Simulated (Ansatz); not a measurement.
# A thicker film of KMgF3 (001), MgF2 faces from two thinner ones

In a field along its normal an insulating film takes a dipole p. Written as a length, p/(ε₀AE), it should grow by 1 − 1/ε for each ångström added.

**Method.** Ansatz 0.2.0, plane waves with PAW datasets (its set soft_2), PBEsol; perovskite films relaxed at a bulk in-plane lattice constant near the measured one, then held in weak fields of both signs with a dipole correction (A is the cell's area, E the outer field).

| run | distance between the outer atoms (Å) | p/(ε₀AE) (Å) |
| --- | --- | --- |
| 2 units | 8.096 | 5.653 |
| 3 units | 12.089 | 7.761 |
| 5 units | 20.077 | ? |

**Question.** What value belongs in the row marked “?”, and how far can the other rows tell?

Two rows fix a line: slope = (7.761 − 5.653) / (12.089 − 8.096) = 0.5279, intercept 1.3792. That slope means ε = 1/(1 − 0.5279) = 2.12. At 20.077 it gives 0.5279 × 20.077 + 1.3792 = 11.978 Å, beyond the rows fitted. Rounding of the rows alone allows about ±0.004 Å there; two rows can't show whether the line holds.

The run itself gives 11.979 Å: a miss of +0.001 Å, or 0.0 % of the value. The length is met to within 1 %, though ε is more sensitive than the length: the two thickest films give ε = 2.12.

Caveats: This is the electronic response alone. A unit is one step of the cut along the normal (a plane, a pair of planes or a cell), and the layers relax along it, away from their bulk spacing where the functional's lattice constant differs from the one held.
